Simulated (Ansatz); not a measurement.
## SiPb2 (model cell, started as antifluorite): relaxing the cell for a phonon run

Task: relax SiPb2 (model cell, started as antifluorite) tightly.

Method: DFT PBEsol, scalar-relativistic, plane waves, PAW, in Ansatz 0.2.0.

The structure was built from a prototype and need not be the compound's stable phase.

## Step 1: Starting point

The structure is cubic, space group Fm-3m (No. 225). The conventional cell has a = 6.961 Å, b = 6.961 Å, c = 6.961 Å, α = 90.00°, β = 90.00°, γ = 90.00°. Si has 8 Pb at 3.01 Å nearest. Nearest to Pb lie 4 Si at 3.01 Å. Farther neighbours are not listed.

As a file:

```cif
data_structure
_symmetry_space_group_name_H-M 'Fm-3m'
_symmetry_Int_Tables_number 225
_cell_length_a 6.9615
_cell_length_b 6.9615
_cell_length_c 6.9615
_cell_angle_alpha 90.000
_cell_angle_beta 90.000
_cell_angle_gamma 90.000
_cell_volume 337.37
loop_
_atom_site_label
_atom_site_type_symbol
_atom_site_symmetry_multiplicity
_atom_site_Wyckoff_symbol
_atom_site_fract_x
_atom_site_fract_y
_atom_site_fract_z
_atom_site_occupancy
Si1 Si 4 a 0.00000 0.00000 0.00000 1
Pb1 Pb 8 c 0.25000 0.75000 0.75000 1
```

## Step 2: Probe on a coarse mesh

First a cheap look: the gap decides the mesh and the occupations, the pressure tells how far the cell has to move.

input.yaml

```yaml
crystal:
  lattice:
    - [0.0, 3.48073, 3.48073]
    - [3.48073, 0.0, 3.48073]
    - [3.48073, 3.48073, 0.0]
  atoms:
    - { symbol: Si, position: [0.0, 0.0, 0.0] }
    - { symbol: Pb, position: [0.25, 0.25, 0.25] }
    - { symbol: Pb, position: [0.75, 0.75, 0.75] }
kpoints:
  mp_grid: { grid: [4, 4, 4] }
hamiltonian:
  xc: pbesol
scf:
  occupations: { method: gaussian, width: 0.1 }
output:
  forces: true
  stress: true
  eigenvalues: true
```

Command:

```sh
ansatz run input.yaml --threads 4 --pin off --max-ram 7168MiB --backend cpu --events-out ev --progress --plain --runs-dir out
```

Numbers of over 12 decimals in the logs are rounded to 6 here.

The log of the run:

```text
Engine: ansatz 0.2.0, aarch64-unknown-linux-gnu
Pseudopotentials: kind: paw
Pseudopotential: Si, paw, valence charge 4, recommended cutoff 420 eV (normal), Si.paw.azcp
Pseudopotential: Pb, paw, valence charge 14, recommended cutoff 420 eV (normal), Pb.paw.azcp
Functional definition: PBEsol
  exchange = pbesol_x
  correlation = pbesol_c
Crystal: 3 atoms, lattice volume = 84.341 Å³
[...]
P = ⅓ Tr σ = 1.0915 GPa (10.915 kbar)
--- Band table (eV; the first three rows and the last of 8) ---
  k-point 0: bands = [... 12 lower, 5.7024, 8.1582, 8.1582, 8.1582, 8.3738, 8.3738, 8.3738, 13.1345]
  k-point 1: bands = [... 12 lower, 4.4564, 7.3326, 7.3326, 8.1937, 9.2117, 9.2117, 11.2588, 12.6427]
  k-point 2: bands = [... 12 lower, 3.8982, 7.0551, 7.0551, 8.7546, 9.1367, 9.1367, 13.1408, 13.3070]
  k-point 7: bands = [... 12 lower, 1.3143, 4.8186, 8.2176, 8.2176, 9.8853, 11.2668, 13.7739, 14.1568]
[key lines of the parts left out:]
SCF converged after 7 iterations
Free energy (F): -24130.168087 eV
Fermi energy:    9.175543 eV
```

Wall time 0.94 s (4 threads of Arm Neoverse V1, shared host); peak memory 0.33 GiB; 2.2 s of CPU time.

Numbers from this step:

```
pressure          : 1.092 GPa
volume per atom   : 28.11 Å³
gap on the k-mesh : 0 eV
```

The coarse mesh shows no gap and a pressure of 1.1 GPa.

## Step 3: Bringing the structure to rest

The cell and atoms are relaxed, since residual forces and stress would shift the frequencies.

input.yaml, the sections that differ from step 2:

```yaml
kpoints:
  mp_grid: { grid: [10, 10, 10] }
output:
  forces: true
  stress: true
  eigenvalues: true
  write_density: true
  write_potential: true
  elf: true
  volumetric_format: npy
relax:
  adjacent_minimum: "off"
  f_tol: 0.005
  max_steps: 80
  cell: { stress_tol: 0.05 }
# crystal, hamiltonian, scf: as in step 2
```

The log of the run:

```text
[...]
Crystal: 3 atoms, lattice volume = 84.341 Å³
Basis set: ecut = 420 eV, 1639 PW (Γ), exchange–correlation on 72×72×72 points (8 copies of the dense FFT grid, shifted against one another)
Bands: 20, of which v1, the nominal top of the filled ones, is band 16 counted from 1 (15 counted from 0)
Symmetry: 48 space group operations
[...]
k-points: 47 of 1000
[...]
SCF iter   1: F=—  HF=-24130.428079 eV  |F-HF|=—  |Δ(HF+E_count)|=         —  Δρ=2.11e-3  dr2=6.76e-3  ethr=1.77e-3  ⟨swp⟩=6.0  Hψ=4761  notcnv=0
[...]
SCF iter   6: F=-24130.424333 eV  HF=-24130.424333 eV  |F-HF|=1.26e-8  |Δ(HF+E_count)|=   8.65e-9  Δρ=4.50e-6  dr2=1.61e-8  ethr=3.13e-10  ⟨swp⟩=10.0  Hψ=7175  notcnv=0
SCF 1 converged in 6 iterations: F = -24130.424333 eV  dr2 = 1.61e-8
[...]
relax step   1: F+E_penalty+E_count = -24130.42433345 eV  Δ(F+E_penalty+E_count) = +0.000e0 eV  max|allowed force component| = 2.776e-17 eV/Å  Δτ_max = 0.0000 Å  P = +0.589 GPa  Ω = 84.341 Å³  (6 SCF iters, dr2 threshold 1.00e-7 eV, accepted)
Crystal: 3 atoms, lattice volume = 85.678 Å³
Basis set: ecut = 420 eV, 1687 PW (Γ), exchange–correlation on 72×72×72 points (8 copies of the dense FFT grid, shifted against one another)
[...]
iter 1 solved again at ethr=5.78e-7 eV; its pass at ethr=3.10e-3 eV (dr2=1.85e-4 eV) is discarded
[...]
SCF iter   4: F=-24130.425914 eV  HF=-24130.425914 eV  |F-HF|=2.55e-8  |Δ(HF+E_count)|=   2.30e-6  Δρ=1.12e-5  dr2=2.69e-7  ethr=9.37e-10  ⟨swp⟩=9.2  Hψ=8024  notcnv=0
SCF 2 converged in 4 iterations: F = -24130.425914 eV  dr2 = 2.69e-7
relax step   2: F+E_penalty+E_count = -24130.42591398 eV  Δ(F+E_penalty+E_count) = -1.581e-3 eV  max|allowed force component| = 8.172e-17 eV/Å  Δτ_max = 0.0000 Å  P = -0.161 GPa  Ω = 85.678 Å³  energy of the carried Pulay correction = -1.619e-4 eV  (4 SCF iters, dr2 threshold 3.00e-7 eV, accepted)
Crystal: 3 atoms, lattice volume = 85.388 Å³
[...]
SCF iter   4: F=-24130.426098 eV  HF=-24130.426098 eV  |F-HF|=2.62e-8  |Δ(HF+E_count)|=   6.62e-8  Δρ=6.12e-6  dr2=3.52e-8  ethr=2.02e-10  ⟨swp⟩=9.3  Hψ=6918  notcnv=0
SCF 3 converged in 4 iterations: F = -24130.426098 eV  dr2 = 3.52e-8
relax step   3: F+E_penalty+E_count = -24130.42609822 eV  Δ(F+E_penalty+E_count) = -1.842e-4 eV  max|allowed force component| = 3.053e-16 eV/Å  Δτ_max = 0.0000 Å  P = -0.003 GPa  Ω = 85.388 Å³  energy of the carried Pulay correction = -1.270e-4 eV  (4 SCF iters, dr2 threshold 6.48e-8 eV, accepted)
[...]
SCF iter   5: F=-24130.426228 eV  HF=-24130.426228 eV  |F-HF|=7.28e-12  |Δ(HF+E_count)|=  3.64e-12  Δρ=2.41e-8  dr2=6.71e-13  ethr=1.00e-12  ⟨swp⟩=7.1  Hψ=5195  notcnv=0
SCF 4 converged in 5 iterations: F = -24130.426228 eV  dr2 = 6.71e-13
relax step   4: F+E_penalty+E_count = -24130.42622784 eV  Δ(F+E_penalty+E_count) = -1.296e-4 eV  max|allowed force component| = 2.930e-16 eV/Å  Δτ_max = 0.0000 Å  P = -0.002 GPa  Ω = 85.388 Å³  stress off target by 2.25e-3 GPa  SCF on the basis re-selected at this cell (its energy is not comparable with the rows above)  (5 SCF iters)
basis re-selected at this cell: Δ(F+E_penalty+E_count) = -1.296e-4 eV, ΔP = +0.001 GPa vs the last step (what re-selecting the basis moved, of the pressure what is left beyond the Pulay correction that the steps carried, after the strain that the cell walked since its last selection, with what the two solves' SCF thresholds leave and, on support functions, any second-order correction that the steps lacked; it is no m [...]
SCF converged after 5 iterations
Free energy (F): -24130.426228 eV
[...]
Internal energy: -24130.416387 eV  (E = F + TS)
E sigma→0 (E₀):  -24130.421308 eV
Entropy (-TS):   -0.009840 eV (-3.280 meV/atom)
Fermi energy:    8.987977 eV
[...]
--- Stress (GPa, compression-positive) ---
       -0.002253      -0.000000      -0.000000
       -0.000000      -0.002253      -0.000000
       -0.000000      -0.000000      -0.002253
  P = ⅓ Tr σ = -0.0023 GPa (-0.023 kbar)
--- Band table (eV; the first three rows and the last of 47) ---
  k-point 0: bands = [... 12 lower, 5.5147, 8.0110, 8.0110, 8.0110, 8.2431, 8.2431, 8.2431, 12.9389]
  k-point 1: bands = [... 12 lower, 5.1907, 7.5889, 7.6736, 7.6736, 8.6117, 8.6117, 9.3823, 12.6189]
  k-point 2: bands = [... 12 lower, 4.5585, 7.3344, 7.3344, 7.8056, 8.9687, 8.9687, 10.6897, 12.4070]
  k-point 46: bands = [... 12 lower, 1.2124, 4.7611, 7.2228, 8.9429, 9.4151, 11.4608, 13.5015, 13.9031]
--- Relaxed structure (3 steps of the walk, 3 accepted, 1 SCFs on fresh bases) ---
  F+E_penalty+E_count = -24130.42622784 eV   max|allowed force component| = 2.930e-16 eV/Å   (the final SCF, on the basis selected at the relaxed cell)
  cell:  # Å, volume = 85.3878 Å³
    - [0, 3.495065, 3.495065]
    - [3.495065, 0, 3.495065]
    - [3.495065, 3.495065, 0]
  atoms:
    - { symbol: Si, position: [0, 0, 0] }
    - { symbol: Pb, position: [0.250000, 0.250000, 0.250000] }
    - { symbol: Pb, position: [0.75, 0.75, 0.750000] }
```

Wall time 7 s (4 threads); peak memory 0.44 GiB.

The steps of the relaxation:

| step | energy less that of the first step (eV) | largest force component (eV/Å) | pressure (GPa) | volume (Å³) |
| --- | --- | --- | --- | --- |
| 1 | 0.0000 | 0.0000 | 0.59 | 84.34 |
| 2 | -0.0016 | 0.0000 | -0.16 | 85.68 |
| 3 | -0.0018 | 0.0000 | 0.00 | 85.39 |
| 4* | -0.0019 | 0.0000 | 0.00 | 85.39 |

Relaxation steps marked * repeat the geometry before them on a plane-wave basis chosen anew for their cell, so energy and pressure can jump there.

Forces are held to the 48 operations that the run works with; a distortion that breaks them can't arise in this run.

| conventional cell, symmetrised | before | after | change |
| --- | --- | --- | --- |
| a (Å) | 6.961 | 6.990 | +0.4 % |
| b (Å) | 6.961 | 6.990 | +0.4 % |
| c (Å) | 6.961 | 6.990 | +0.4 % |
| volume (Å³/atom) | 28.11 | 28.46 | +1.2 % |

Final coordinates:

```xyz
3
Lattice="0.0000 3.4951 3.4951 3.4951 0.0000 3.4951 3.4951 3.4951 0.0000" Properties=species:S:1:pos:R:3 pbc="T T T"
Si    0.0000    0.0000    0.0000
Pb    1.7475    1.7475    1.7475
Pb    5.2426    5.2426    5.2426
```

Numbers from this step:

- pressure: -0.002253 GPa
- volume per atom: 28.46 Å³

Electrostatic potential energy in the ac plane of a cell with a along [110], b along [-110] and c along [001] of the cube at fractional y = 0.000, with atoms of Si and Pb within 0.2 Å of it. With pseudopotentials it is smooth inside the atoms' cores, unlike the true potential.

Ten even steps from '_' (-35 eV) to '@' (13 eV), each cell a mean:
```
____++%%@@@@@@@@@@@@@@##::______++%%@@@@@@@@@@@@@@##::__
::==##%%@@%%##**##%%@@%%**::::==##%%@@%%##**##%%@@%%**::
##%%%%@@##==....::**%%@@%%####%%%%@@##==....::**%%@@%%##
@@@@@@%%++__....__--##@@@@@@@@@@@@%%++__....__--##@@@@@@
@@@@@@%%==__--==....##@@@@@@@@@@@@%%==__--==....##@@@@@@
@@@@@@%%++__..::__::##@@@@@@@@@@@@%%++__..::__::##@@@@@@
@@@@@@@@##==....::**%%@@@@@@@@@@@@@@##==....::**%%@@@@@@
@@@@@@@@@@%%****##%%@@@@@@@@@@@@@@@@@@%%****##%%@@@@@@@@
@@@@@@@@@@@@@@@@@@@@@@@@@@@@@@@@@@@@@@@@@@@@@@@@@@@@@@@@
@@@@@@@@@@@@@@@@@@@@@@@@@@@@@@@@@@@@@@@@@@@@@@@@@@@@@@@@
@@@@@@@@@@@@%%%%%%@@@@@@@@@@@@@@@@@@@@@@%%%%%%@@@@@@@@@@
@@@@@@@@%%**==--++%%@@@@@@@@@@@@@@@@%%**==--++%%@@@@@@@@
@@@@@@@@**::______==%%@@@@@@@@@@@@@@**::______==%%@@@@@@
@@@@@@%%==__::--..::##@@@@@@@@@@@@%%==__::--..::##@@@@@@
@@@@@@%%==__::--..::##@@@@@@@@@@@@%%==__::--..::##@@@@@@
%%@@@@%%**::______==%%@@@@%%%%@@@@%%**::______==%%@@@@%%
++**%%@@%%**==--++##%%%%##**++**%%@@%%**==--++##%%%%##**
__::**%%@@%%%%%%%%@@@@%%==____::**%%@@%%%%%%%%@@@@%%==__
____==%%@@@@@@@@@@@@@@##..______==%%@@@@@@@@@@@@@@##..__
```
Columns run along a (9.9 Å; values clipped at the 3rd and 97th percentile), rows up along c (7.0 Å), edges of the conventional cell, whose origin can differ from the input's. Atoms in or near the plane, at fractional coordinates: Si at (0.00, 0.00), Si at (0.50, 0.00), Pb at (0.25, 0.25), Pb at (0.75, 0.25), Pb at (0.25, 0.75), Pb at (0.75, 0.75).

ELF in the ac plane of a cell with a along [110], b along [-110] and c along [001] of the cube at fractional y = 0.000, with atoms of Si and Pb within 0.2 Å of it. It is the smooth field of the valence electrons, not physical close to the nuclei.

Ten even steps from '_' (0.01) to '@' (0.75), each cell a mean:
```
**##@@%%++--------==**@@%%##**##@@%%++--------==**@@%%##
%%@@@@##============++%%@@%%%%@@@@##============++%%@@%%
@@@@##++==============**%%@@@@@@##++==============**%%@@
**++========....::======++****++========....::======++**
--::--==++--____..====--::----::--==++--____..====--::--
....::==++==..__::++==--........::==++==..__::++==--....
____..--==++====++++==::..______..--==++====++++==::..__
____..::--==========--..________..::--==========--..____
______..::::------::..____________..::::------::..______
______....::::::::....____________....::::::::....______
______..::--====----::..__________..::--====----::..____
____..--==++++++++==--::..______..--==++++++++==--::..__
__..::==++++--::==++==--..____..::==++++--::==++==--..__
..::::==++--____..====--::....::::==++--____..====--::..
====--====--____..====----======--====--____..====----==
%%##++======--::======++**%%%%##++======--::======++**%%
@@@@%%**====++++======##@@@@@@@@%%**====++++======##@@@@
##%%@@##==--====--==**@@@@####%%@@##==--====--==**@@@@##
%%##@@%%++--::::::==##@@%%##%%##@@%%++--::::::==##@@%%##
```
Columns run along a (9.9 Å), rows up along c (7.0 Å), edges of the conventional cell, whose origin can differ from the input's. Atoms in or near the plane, at fractional coordinates: Si at (0.00, 0.00), Si at (0.50, 0.00), Pb at (0.25, 0.25), Pb at (0.75, 0.25), Pb at (0.25, 0.75), Pb at (0.75, 0.75).

Valence density in the ac plane of a cell with a along [110], b along [-110] and c along [001] of the cube at fractional y = 0.000, with atoms of Si and Pb within 0.2 Å of it. It is the smooth field of the valence electrons, not physical close to the nuclei.

Ten steps, logarithmic in the rise over the least value, from '_' (0.01 × 1e0 e/Å³) to '@' (9.22 × 1e0 e/Å³), each cell a mean:
```
..----::::..::::....::----::..----::::..::::....::----::
------::::--------::::::----------::::--------::::::----
::::::::--==****++==::::::::::::::::--==****++==::::::::
......::==**%%@@##++--::..........::==**%%@@##++--::....
......::==##@@@@%%**--............::==##@@@@%%**--......
____..::==**%%@@##++--..________..::==**%%@@##++--..____
______..--++****++==::..__________..--++****++==::..____
________..::--==--::..______________..::--==--::..______
________....::::....________________....::::....________
__________..........__________________..........________
________..::::::::..________________..::::::::..________
______..::--++++==--..____________..::--++++==--..______
______..--**##%%**==::..__________..--**##%%**==::..____
____..::==##@@@@%%**--....______..::==##@@@@%%**--....__
......::==##@@@@%%**--::..........::==##@@@@%%**--::....
::::::::--**##%%##==--::::::::::::::--**##%%##==--::::::
----::::::==++++==--::::--------::::::==++++==--::::----
::----::::::::::::::::------::----::::::::::::::::------
..::--::::..........::----....::--::::..........::----..
```
Columns run along a (9.9 Å), rows up along c (7.0 Å), edges of the conventional cell, whose origin can differ from the input's. Atoms in or near the plane, at fractional coordinates: Si at (0.00, 0.00), Si at (0.50, 0.00), Pb at (0.25, 0.25), Pb at (0.75, 0.25), Pb at (0.25, 0.75), Pb at (0.75, 0.75).

In this step the volume went from 28.11 to 28.46 Å³/atom.

## Step 4: Tight relaxation

Phonons need a cell at rest on their own settings, so the relaxation is repeated with tight tolerances on forces and stress on the k mesh and occupations of the first response run.

input.yaml

```yaml
crystal:
  lattice:
    - [0.0, 3.4950653381, 3.4950653381]
    - [3.4950653381, 0.0, 3.4950653381]
    - [3.4950653381, 3.4950653381, 0.0]
  atoms:
    - { symbol: Si, position: [0.0, 0.0, 0.0] }
    - { symbol: Pb, position: [0.25, 0.25, 0.25] }
    - { symbol: Pb, position: [0.75, 0.75, 0.75] }
kpoints:
  mp_grid: { grid: [12, 12, 12] }
hamiltonian:
  xc: pbesol
scf:
  occupations: { method: methfessel_paxton, width: 0.15 }
output:
  forces: true
  stress: true
  eigenvalues: true
relax:
  adjacent_minimum: "off"
  f_tol: 0.001
  max_steps: 60
  cell: { stress_tol: 0.01 }
```

The log of the run:

```text
[...]
Crystal: 3 atoms, lattice volume = 85.388 Å³
Basis set: ecut = 420 eV, 1687 PW (Γ), exchange–correlation on 72×72×72 points (8 copies of the dense FFT grid, shifted against one another)
Bands: 20, of which v1, the nominal top of the filled ones, is band 16 counted from 1 (15 counted from 0)
[... 1 set-up line as in the run before ...]
[...]
k-points: 72 of 1728
[...]
k-point 71: bands = [... 12 lower, 1.2278, 4.7245, 8.0695, 8.0695, 9.7193, 11.1284, 13.5781, 13.9663]
--- Relaxed structure (2 steps of the walk, 2 accepted, 1 SCFs on fresh bases) ---
[...]
cell:  # Å, volume = 85.2981 Å³
    - [0, 3.493841, 3.493841]
    - [3.493841, 0, 3.493841]
    - [3.493841, 3.493841, 0]
  atoms:
    - { symbol: Si, position: [0, 0, 0] }
    - { symbol: Pb, position: [0.250000, 0.250000, 0.250000] }
    - { symbol: Pb, position: [0.75, 0.75, 0.75] }
[key lines of the parts left out:]
SCF converged after 5 iterations
Free energy (F): -24130.426888 eV
Fermi energy:    8.956840 eV
P = ⅓ Tr σ = 0.0099 GPa (0.099 kbar)
```

The job ended after 7.2 s (4 threads; peak memory 0.46 GiB).

Little changed from the start: no atom moved by 0.005 Å and no cell edge by 0.1 %.

This step gave:

```yaml
pressure: 0.009866 GPa
volume_per_atom: 28.43 Å³
```

The forces vanish by symmetry and the pressure is 0.010 GPa, within the tolerances set. The cell now holds 28.43 Å³/atom.

## Step 5: What came out

```
space group after relaxation (within 0.01 Å) : Fm-3m
lattice constant a                           : 6.988 Å
lattice constant b                           : 6.988 Å
lattice constant c                           : 6.988 Å
volume per atom                              : 28.4 Å³
```

What this shows: The forces vanish by symmetry and the pressure is 0.010 GPa, within the tolerances set. The cell now holds 28.43 Å³/atom. The relaxation keeps the symmetry of its start, so it says nothing on stability against lower symmetry. Spin-orbit coupling is left out, which can matter for the heavy elements here. The starting cell was built on a prototype and not taken from a measurement, so the phase need not exist.

[Logs are printed without paths, hosts, clocks, repeated set-up lines and the standing remarks that a program may print on its own settings, such as how far it seeks lower states.]

[Hosts, paths, dates, database ids (printed as entryN), source tags and the programs' standing remarks are cut or masked in the printed files.]
